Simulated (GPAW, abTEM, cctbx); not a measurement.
# AgBiTeS: the scripts behind a bonding study

Short scripts, each with its output. The start was made by putting kin elements into a known structure type; the compound need not exist, or be stable, in this form.

## 1. Build the all-electron density and subtract free atoms

```text
cell
1.0
     4.116975810    0.000000000    0.000000000
     0.000000000    4.116975810    0.000000000
     0.000000000    0.000000000    6.186250810
Bi Te Ag S
1 1 1 1
Direct
0.500000000 0.500000000 0.500000000
0.500000000 0.500000000 0.000000000
0.000000000 0.000000000 0.000000000
0.000000000 0.000000000 0.500000000
```

```python
import numpy as np
from ase.io import read
from ase.units import Bohr
from gpaw import GPAW, PW, FermiDirac
from gpaw.calculator import GPAW as OldGPAW
from gpaw.mpi import serial_comm, world
from scipy.special import erfc
from scipy.spatial import cKDTree

atoms = read("cell.vasp")
atoms.calc = GPAW(mode=PW(450), xc="PBE", kpts={"size": (6, 6, 4), "gamma": True},
                 occupations=FermiDirac(0.1), maxiter=120, symmetry={"tolerance": 1e-5}, txt="scf.txt")
atoms.get_potential_energy()
rho = atoms.calc.get_all_electron_density(gridrefinement=2)
moments = atoms.get_magnetic_moments() if atoms.calc.get_number_of_spins() == 2 else np.zeros(len(atoms))
total = atoms.get_magnetic_moment() if moments.any() else 0.0
if world.rank == 0:
    free = OldGPAW(mode=PW(450), xc="PBE", txt=None, communicator=serial_comm)
    neutral = atoms.copy()
    neutral.set_initial_magnetic_moments(None)
    free.initialize(neutral)
    free.set_positions(neutral)
    drho = rho - free.get_all_electron_density(gridrefinement=2)
    # GPAW starts from confined atoms: exchange their smooth part for that of the datasets' free atoms
    h = np.stack(np.meshgrid(*[np.fft.fftfreq(n, 1 / n) for n in drho.shape], indexing="ij"), -1)
    gabs = np.linalg.norm(h @ atoms.cell.reciprocal(), axis=-1)
    tails = np.fft.fftn(free.get_pseudo_density(gridrefinement=2))
    g, form, v0 = np.linspace(0, gabs.max(), 1500), {}, 0
    for e in set(atoms.symbols):
        idx = atoms.symbols.search(e)
        d = free.setups[idx[0]].data
        r, w = d.rgd.r_g * Bohr, d.rgd.r_g**2 * d.rgd.dr_g
        j0 = np.sinc(2 * g[:, None] * r)
        smooth = sum(f * p**2 for f, p in zip(d.f_j, d.phit_jg)) + np.sqrt(4 * np.pi) * d.nct_g
        full = sum(f * p**2 for f, p in zip(d.f_j, d.phi_jg)) + np.sqrt(4 * np.pi) * d.nc_g
        phase = sum(np.exp(-2j * np.pi * h @ s) for s in atoms.get_scaled_positions()[idx])
        tails -= np.interp(gabs, g, j0 @ (smooth * w)) * phase * drho.size / atoms.get_volume()
        form[e] = j0 @ (full * w)
        v0 += 2 * np.pi / 3 * 14.3996 * (full * w * r**2).sum() * len(idx)  # V A^3
    tails *= 0.5 * erfc((gabs - 1.8) / 0.25)  # the tails differ at long wavelengths alone
    drho += np.fft.ifftn(tails).real  # crystal minus superposed spherical free atoms
    np.save("drho.npy", drho)
    dv = atoms.get_volume() / drho.size
    print("grid", drho.shape, " electrons %.3f" % (rho.sum() * dv), " moved by bonding %.3f e" % (abs(drho).sum() * dv / 2))
    pts = np.indices(drho.shape).reshape(3, -1).T / drho.shape @ atoms.cell
    shifts = (np.indices((3, 3, 3)).reshape(3, -1).T - 1) @ atoms.cell
    images = (atoms.positions[None] + shifts[:, None]).reshape(-1, 3)
    dist, idx = cKDTree(images).query(pts, k=4)
    out = drho.ravel()[dist[:, 0] > 0.5]
    print("deformation density beyond 0.5 A of the nuclei: max %.3f, min %.3f e/A^3" % (out.max(), out.min()))
    tie = dist < dist[:, :1] + 1e-4
    q = -np.bincount((idx % len(atoms))[tie], (drho.ravel()[:, None] / tie.sum(1, keepdims=True) * tie)[tie], len(atoms)) * dv
    print("atom        x       y       z   Voronoi charge  moment")
    for a, s, c, m in zip(atoms, atoms.get_scaled_positions(), q, moments):
        print("%-2s%-3d %7.4f %7.4f %7.4f %10.3f %10.2f" % (a.symbol, a.index + 1, *s, c, m))
    np.savez("free.npz", g=g, **form)
    print("mean inner potential of superposed free atoms %.3f V" % (v0 / atoms.get_volume()))
    print("total magnetic moment %.3f muB" % total)
```

```console
$ OMP_NUM_THREADS=1 mpirun -n 4 gpaw python run.py > gpaw.log
```

```text
grid (42, 42, 64)  electrons 198.000  moved by bonding 0.684 e
deformation density beyond 0.5 A of the nuclei: max 0.065, min -0.083 e/A^3
atom        x       y       z   Voronoi charge  moment
Bi1    0.5000  0.5000  0.5000      0.363       0.00
Te2    0.5000  0.5000  0.0000     -0.156       0.00
Ag3    0.0000  0.0000  0.0000      0.094       0.00
S 4    0.0000  0.0000  0.5000     -0.301       0.00
mean inner potential of superposed free atoms 17.395 V
total magnetic moment 0.000 muB
```

Time: 11 s on 4 cores of Arm Neoverse V2 (shared host), peak memory 0.76 GiB.

## 2. Fourier-transform the difference

```python
from cctbx import adptbx, crystal, miller, xray
from cctbx.eltbx import tiny_pse
import numpy as np

cs = crystal.symmetry(unit_cell=(4.117, 4.117, 6.1863, 90, 90, 90), space_group_symbol='Hall: -P 4 2')  # P4/mmm
atoms = [  # label, site, U (iso, or U11 U22 U33 U12 U13 U23 in A^2), occupancy
    ("Bi1", (0.5, 0.5, 0.5), 0.0000, 1),
    ("Te1", (0.5, 0.5, 0), 0.0000, 1),
    ("Ag1", (0, 0, 0), 0.0000, 1),
    ("S1", (0, 0, 0.5), 0.0000, 1),
]
xs = xray.structure(crystal_symmetry=cs)
for label, site, u, occ in atoms:
    u = adptbx.u_cif_as_u_star(cs.unit_cell(), u) if isinstance(u, tuple) else u
    xs.add_scatterer(xray.scatterer(label, site=site, u=u, occupancy=occ))
xs.scattering_type_registry(table="wk1995")
drho = np.load("drho.npy")
T = np.array([[1, 0, 0], [0, 1, 0], [0, 0, 1]])  # conventional axes in terms of the primitive ones
dF = np.fft.ifftn(drho) * 104.85380  # electrons a conventional cell, indexed by primitive hkl
ms = miller.build_set(cs, anomalous_flag=False, d_min=0.9).sort("resolution")
iam = ms.structure_factors_from_scatterers(xs, algorithm="direct").f_calc()
p1 = xs.expand_to_p1()
z = np.array([tiny_pse.table(sc.scattering_type).atomic_number() for sc in p1.scatterers()])
x = np.array(p1.sites_frac())
free = np.load("free.npz")
print("static structure factors of the conventional cell: F in electrons, V (Mott-Bethe) in volts")
print("   h  k  l      d  |F| table  |F| free   |F| DFT   change   |V| free  |V| DFT  change %")
for h, d, table in list(zip(ms.indices(), ms.d_spacings().data(), iam.data()))[:16]:
    df = dF[tuple(np.rint(np.linalg.solve(T, h)).astype(int))]
    phase = np.exp(2j * np.pi * x @ h)
    f = sum(np.interp(1 / d, free["g"], free[sc.scattering_type]) * p for sc, p in zip(p1.scatterers(), phase))
    fz = (z * phase).sum()
    c = 14.3996 * d * d / (np.pi * cs.unit_cell().volume())
    v0, v1 = abs(fz - f) * c, abs(fz - f - df) * c
    print("%4d%3d%3d %7.4f %9.3f %9.3f %9.3f %8.3f %9.3f %8.3f %8s" % (h + (d, abs(table), abs(f), abs(f + df), abs(f + df) - abs(f), v0, v1, "%.1f" % (100 * (v1 / v0 - 1)) if v0 > 0.02 else "-")))
```

```console
$ python run.py
```

```text
static structure factors of the conventional cell: F in electrons, V (Mott-Bethe) in volts
   h  k  l      d  |F| table  |F| free   |F| DFT   change   |V| free  |V| DFT  change %
   0  0  1  6.1863     0.336     0.267     0.195   -0.072     0.447    0.327    -26.8
   1  0  0  4.1170    67.194    67.188    67.041   -0.147     3.566    3.675      3.1
   1  0  1  3.4274    58.270    58.142    57.796   -0.346     1.981    2.159      9.0
   0  0  2  3.0931   170.147   170.095   170.058   -0.037    11.671   11.686      0.1
   1  1  0  2.9112   167.726   167.673   167.755    0.082    11.235   11.204     -0.3
   1  1  1  2.6341     1.404     1.436     1.631    0.195     0.435    0.495     13.6
   1  0  2  2.4730    62.442    62.496    62.486   -0.010     2.541    2.543      0.1
   1  1  2  2.1199   153.059   153.015   152.854   -0.161     8.837    8.869      0.4
   0  0  3  2.0621     2.130     2.176     2.237    0.061     0.405    0.416      2.8
   2  0  0  2.0585   151.540   151.499   151.407   -0.092     8.613    8.630      0.2
   2  0  1  1.9532     2.326     2.372     2.456    0.084     0.395    0.410      3.6
   1  0  3  1.8438    51.479    51.389    51.489    0.100     1.577    1.562     -0.9
   2  1  0  1.8412    58.610    58.644    58.793    0.149     1.979    1.957     -1.1
   2  1  1  1.7647    50.737    50.662    50.785    0.123     1.543    1.527     -1.1
   2  0  2  1.7137   141.545   141.519   141.375   -0.144     7.251    7.269      0.3
   1  1  3  1.6827     2.923     2.961     2.957   -0.003     0.366    0.366     -0.1
```

Time: 0.23 s on 1 core of Arm Neoverse V2 (shared host), peak memory 0.08 GiB.

## 3. Rock the beam across one reflection

```python
import abtem
import numpy as np
from ase.build import make_supercell
from ase.io import read

abtem.config.set({"dask.lazy": False, "fft": "fftw", "diagnostics.progress_bar": False})
M = [[0, -1, 0], [1, 0, 0], [0, 0, 1]]  # rows: x, y and beam direction in the primitive cell's axes
unit = make_supercell(read("cell.vasp"), M)
unit.set_cell(list(unit.cell.lengths()) + [90, 90, 90], scale_atoms=True)
unit.positions[:, 2] += 0.7733  # keeps atomic planes off the slice boundaries
unit.wrap()
slab = unit * (1, 1, 80)
print(slab.get_chemical_formula(), "| box %.2f x %.2f x %.2f A" % tuple(slab.cell.lengths()))

# change of the potential by bonding, from the DFT deformation density (Poisson's equation term by term)
drho = np.load("drho.npy")
prim = read("cell.vasp")
h = np.stack(np.meshgrid(*[np.fft.fftfreq(n, 1 / n) for n in drho.shape], indexing="ij"), -1).reshape(-1, 3).astype(int)
g2 = ((h @ prim.cell.reciprocal()) ** 2).sum(1)
keep = (g2 > 0) & (g2 < 2.5**2)
shape = (92, 92, 36)
vg = np.zeros(shape, complex)
hm = h[keep] @ np.array(M).T
move = np.exp(-2j * np.pi * hm[:, 2] * (0.7733 / unit.cell[2, 2] - 0.5 / shape[2]))  # the same shift, sampled at mid-points
vg[tuple(hm.T % np.array(shape)[:, None])] = -14.3996 / np.pi * (np.fft.fftn(drho).ravel() / drho.size)[keep] / g2[keep] * move
dV = np.fft.ifftn(vg).real * vg.size
dV = dV.reshape(92, 92, 4, 9).mean(3) * unit.cell[2, 2] / 4  # V A, projected in each slice
dV = np.tile(dV.transpose(2, 0, 1), (80, 1, 1))


def build(atoms):
    p = abtem.Potential(atoms, gpts=(92, 92), slice_thickness=[slab.cell[2, 2] / 320] * 320,
                        parametrization="lobato", projection="infinite", exit_planes=80).build()
    p.array[:] += BONDING * dV
    return p


def potentials():
    yield build(slab)  # atoms at rest


for label, BONDING in (("IAM", 0.0), ("DFT", 1.0)):
    print("=====", label)
    potential = build(slab)
    print("grid", potential.gpts, "slices", potential.num_slices)
    thickness = potential.exit_thicknesses
    h = np.array(M) @ np.linalg.solve(np.array([[1, 0, 0], [0, 1, 0], [0, 0, 1]]), [1, 0, 0])
    ix, iy = round(h[0]) * 1, round(h[1]) * 1
    gxy = h[:2] / unit.cell.lengths()[:2]
    along = gxy / np.hypot(*gxy)
    across = np.array([-along[1], along[0]])
    bragg = 500 * abtem.PlaneWave(energy=200000).wavelength * np.hypot(*gxy)
    print("Bragg angle %.3f mrad; beam tilted 37 mrad off the zone axis across the row" % bragg)
    print("dark-field intensity of 1 0 0 against tilt along the row, in Bragg angles")
    print("  t (A)" + "".join("%8.2f" % s for s in [0.2, 0.4, 0.6, 0.8, 1.0, 1.2, 1.4, 1.6, 1.8, 2.0, 2.2, 2.4, 2.6]))
    rows = []
    row = [(n * ix, n * iy) for n in range(-8, 9)]
    for s in [0.2, 0.4, 0.6, 0.8, 1.0, 1.2, 1.4, 1.6, 1.8, 2.0, 2.2, 2.4, 2.6]:
        tilt = -s * bragg * along + 37 * across
        dp = abtem.PlaneWave(energy=200000, tilt=tuple(tilt)).multislice(potential).diffraction_patterns(max_angle="valid").array
        rows.append(dp[:, dp.shape[1] // 2 + ix, dp.shape[2] // 2 + iy])
        if s == 1.0:
            cx, cy = dp.shape[1] // 2, dp.shape[2] // 2
            share = sum(dp[:, cx + i, cy + j] for i, j in row if abs(i) < cx and abs(j) < cy) / dp.sum(axis=(1, 2))
            total = dp.sum(axis=(1, 2))
    for t, a in list(zip(thickness, np.array(rows).T))[1:]:
        print("%7.1f" % t + "".join("%8.4f" % v for v in a))
    print("at the Bragg tilt, share in the row:", share[1:].round(3).tolist(), "total:", total[1:].round(3).tolist())
```

```console
$ python run.py
```

```text
Ag80Bi80S80Te80 | box 4.12 x 4.12 x 494.90 A
===== IAM
grid (92, 92) slices 320
Bragg angle 3.046 mrad; beam tilted 37 mrad off the zone axis across the row
dark-field intensity of 1 0 0 against tilt along the row, in Bragg angles
  t (A)    0.20    0.40    0.60    0.80    1.00    1.20    1.40    1.60    1.80    2.00    2.20    2.40    2.60
  123.7  0.0256  0.0265  0.0269  0.0269  0.0267  0.0267  0.0265  0.0260  0.0249  0.0237  0.0229  0.0221  0.0209
  247.5  0.0688  0.0847  0.1010  0.1150  0.1204  0.1143  0.1003  0.0846  0.0691  0.0595  0.0497  0.0411  0.0300
  371.2  0.0282  0.0278  0.0610  0.1546  0.2151  0.1522  0.0593  0.0275  0.0287  0.0359  0.0199  0.0117  0.0162
  494.9  0.0333  0.0078  0.0010  0.0952  0.2089  0.0956  0.0011  0.0073  0.0326  0.0423  0.0038  0.0010  0.0184
at the Bragg tilt, share in the row: [0.6150000095367432, 0.49000000953674316, 0.4690000116825104, 0.5270000100135803] total: [0.9909999966621399, 0.9850000143051147, 0.9779999852180481, 0.968999981880188]
===== DFT
grid (92, 92) slices 320
Bragg angle 3.046 mrad; beam tilted 37 mrad off the zone axis across the row
dark-field intensity of 1 0 0 against tilt along the row, in Bragg angles
  t (A)    0.20    0.40    0.60    0.80    1.00    1.20    1.40    1.60    1.80    2.00    2.20    2.40    2.60
  123.7  0.0274  0.0284  0.0288  0.0288  0.0287  0.0286  0.0284  0.0278  0.0266  0.0253  0.0245  0.0235  0.0222
  247.5  0.0723  0.0899  0.1079  0.1232  0.1291  0.1224  0.1070  0.0896  0.0725  0.0618  0.0514  0.0424  0.0308
  371.2  0.0281  0.0287  0.0637  0.1602  0.2222  0.1578  0.0620  0.0283  0.0286  0.0359  0.0203  0.0122  0.0167
  494.9  0.0331  0.0072  0.0010  0.0946  0.2099  0.0952  0.0013  0.0068  0.0324  0.0429  0.0037  0.0007  0.0187
at the Bragg tilt, share in the row: [0.6150000095367432, 0.4909999966621399, 0.4699999988079071, 0.5170000195503235] total: [0.9909999966621399, 0.9850000143051147, 0.9779999852180481, 0.968999981880188]
```

Time: 11 s.

## 4. Scan a probe

```python
import abtem
import numpy as np
from ase.build import make_supercell
from ase.io import read

abtem.config.set({"dask.lazy": False, "fft": "fftw", "diagnostics.progress_bar": False})
M = [[0, -1, 0], [1, 0, 0], [0, 0, 1]]  # rows: x, y and beam direction in the primitive cell's axes
unit = make_supercell(read("cell.vasp"), M)
unit.set_cell(list(unit.cell.lengths()) + [90, 90, 90], scale_atoms=True)
unit.positions[:, 2] += 0.7733  # keeps atomic planes off the slice boundaries
unit.wrap()
slab = unit * (3, 3, 4)
print(slab.get_chemical_formula(), "| box %.2f x %.2f x %.2f A" % tuple(slab.cell.lengths()))

# change of the potential by bonding, from the DFT deformation density (Poisson's equation term by term)
drho = np.load("drho.npy")
prim = read("cell.vasp")
h = np.stack(np.meshgrid(*[np.fft.fftfreq(n, 1 / n) for n in drho.shape], indexing="ij"), -1).reshape(-1, 3).astype(int)
g2 = ((h @ prim.cell.reciprocal()) ** 2).sum(1)
keep = (g2 > 0) & (g2 < 2.5**2)
shape = (30, 30, 36)
vg = np.zeros(shape, complex)
hm = h[keep] @ np.array(M).T
move = np.exp(-2j * np.pi * hm[:, 2] * (0.7733 / unit.cell[2, 2] - 0.5 / shape[2]))  # the same shift, sampled at mid-points
vg[tuple(hm.T % np.array(shape)[:, None])] = -14.3996 / np.pi * (np.fft.fftn(drho).ravel() / drho.size)[keep] / g2[keep] * move
dV = np.fft.ifftn(vg).real * vg.size
dV = dV.reshape(30, 30, 4, 9).mean(3) * unit.cell[2, 2] / 4  # V A, projected in each slice
dV = np.tile(dV.transpose(2, 0, 1), (4, 3, 3))


def build(atoms):
    p = abtem.Potential(atoms, gpts=(90, 90), slice_thickness=[slab.cell[2, 2] / 16] * 16,
                        parametrization="lobato", projection="infinite", exit_planes=8).build()
    p.array[:] += BONDING * dV
    return p


sigmas = {'Bi': 0.054, 'Te': 0.059, 'Ag': 0.061, 'S': 0.073}  # r.m.s. displacement along each axis, A
u = np.array([sigmas[s] for s in slab.symbols])[:, None]
rng = np.random.default_rng(511)


def potentials():
    for _ in range(2):  # frozen phonons, one configuration at a time
        atoms = slab.copy()
        atoms.positions += u * rng.standard_normal((len(atoms), 3))
        atoms.wrap()
        yield build(atoms)


for label, BONDING in (("IAM", 0.0), ("DFT", 1.0)):
    print("=====", label)
    rng = np.random.default_rng(511)  # the same displacements for both
    potential = build(slab)
    print("grid", potential.gpts, "slices", potential.num_slices)
    thickness = potential.exit_thicknesses
    probe = abtem.Probe(energy=200000, semiangle_cutoff=18)
    probe.grid.match(potential)
    print("wavelength %.5f A, largest angle on the grid %.0f mrad" % (probe.wavelength, min(probe.cutoff_angles)))
    detectors = {"ABF": (9, 18), "BF": (0, 9), "LAADF": (22, 58)}  # mrad
    columns = [  # name, x, y (A)
        ("BiTe", 2.058, 2.058),
        ("AgS", 0.000, 0.000),
        ("void", 0.000, 2.058),
    ]
    scan = abtem.GridScan(start=(0.0000, 0.0000), end=(4.1170, 4.1170), gpts=(13, 13), endpoint=False)
    dets = [abtem.AnnularDetector(*v) for v in detectors.values()] + [abtem.PixelatedDetector(max_angle=27)]
    runs = [probe.scan(p, scan=scan, detectors=dets, max_batch=32) for p in potentials()]
    out = [sum(x[1:], x[0]) / len(x) for x in zip(*runs)]
    images = dict(zip(detectors, out))
    images["iCOM"] = out[-1].center_of_mass().integrate_gradient()
    np.save(label + "_pacbed.npy", out[-1].array.mean(axis=(1, 2)))
    print("PACBED pixel %.3f x %.3f mrad" % out[-1].angular_sampling)
    for name, im in images.items():
        im = im.interpolate(sampling=0.1, boundary="periodic").gaussian_filter(0.35)
        np.save(label + "_" + name + ".npy", im.array)
        print(name, "signal at the columns" + (", fraction of the beam" if name in detectors else ""))
        print("  t (A)     mean" + "".join("%10s" % c[0][:9] for c in columns))
        for t, a in list(zip(thickness, im.array))[1:]:
            at = [a[round((x - 0.0000) / im.sampling[0]) % a.shape[0], round((y - 0.0000) / im.sampling[1]) % a.shape[1]] for _, x, y in columns]
            print("%7.1f %8.5f" % (t, a.mean()) + "".join("%10.5f" % v for v in at))
```

```console
$ python run.py
```

```text
Ag36Bi36S36Te36 | box 12.35 x 12.35 x 24.75 A
===== IAM
grid (90, 90) slices 16
wavelength 0.02508 A, largest angle on the grid 61 mrad
PACBED pixel 2.031 x 2.031 mrad
ABF signal at the columns, fraction of the beam
  t (A)     mean      BiTe       AgS      void
   12.4  0.68756   0.47119   0.62274   0.71722
   24.7  0.64342   0.38512   0.45987   0.70283
BF signal at the columns, fraction of the beam
  t (A)     mean      BiTe       AgS      void
   12.4  0.24536   0.14701   0.22007   0.26033
   24.7  0.23180   0.08327   0.16435   0.26151
LAADF signal at the columns, fraction of the beam
  t (A)     mean      BiTe       AgS      void
   12.4  0.03561   0.24460   0.09959   0.00550
   24.7  0.06538   0.27751   0.22140   0.01213
iCOM signal at the columns
  t (A)     mean      BiTe       AgS      void
   12.4  0.03221   0.10109   0.07211   0.01529
   24.7  0.03221   0.11788   0.10997   0.00359
===== DFT
grid (90, 90) slices 16
wavelength 0.02508 A, largest angle on the grid 61 mrad
PACBED pixel 2.031 x 2.031 mrad
ABF signal at the columns, fraction of the beam
  t (A)     mean      BiTe       AgS      void
   12.4  0.68760   0.47124   0.62309   0.71721
   24.7  0.64350   0.38502   0.46058   0.70278
BF signal at the columns, fraction of the beam
  t (A)     mean      BiTe       AgS      void
   12.4  0.24537   0.14714   0.22005   0.26036
   24.7  0.23181   0.08337   0.16435   0.26163
LAADF signal at the columns, fraction of the beam
  t (A)     mean      BiTe       AgS      void
   12.4  0.03557   0.24440   0.09948   0.00550
   24.7  0.06533   0.27750   0.22117   0.01212
iCOM signal at the columns
  t (A)     mean      BiTe       AgS      void
   12.4  0.03215   0.10133   0.07160   0.01535
   24.7  0.03215   0.11851   0.10903   0.00375
```

Time: 5.3 s.

[Outputs are excerpts: Python notices, other lines and further rows are left out; steps that failed or that the build refused (PBEsol, TPSS) are not shown.]

[Logs are printed without paths, hosts, clocks, repeated set-up lines and the standing remarks that a program may print on its own settings, such as how far it seeks lower states.]
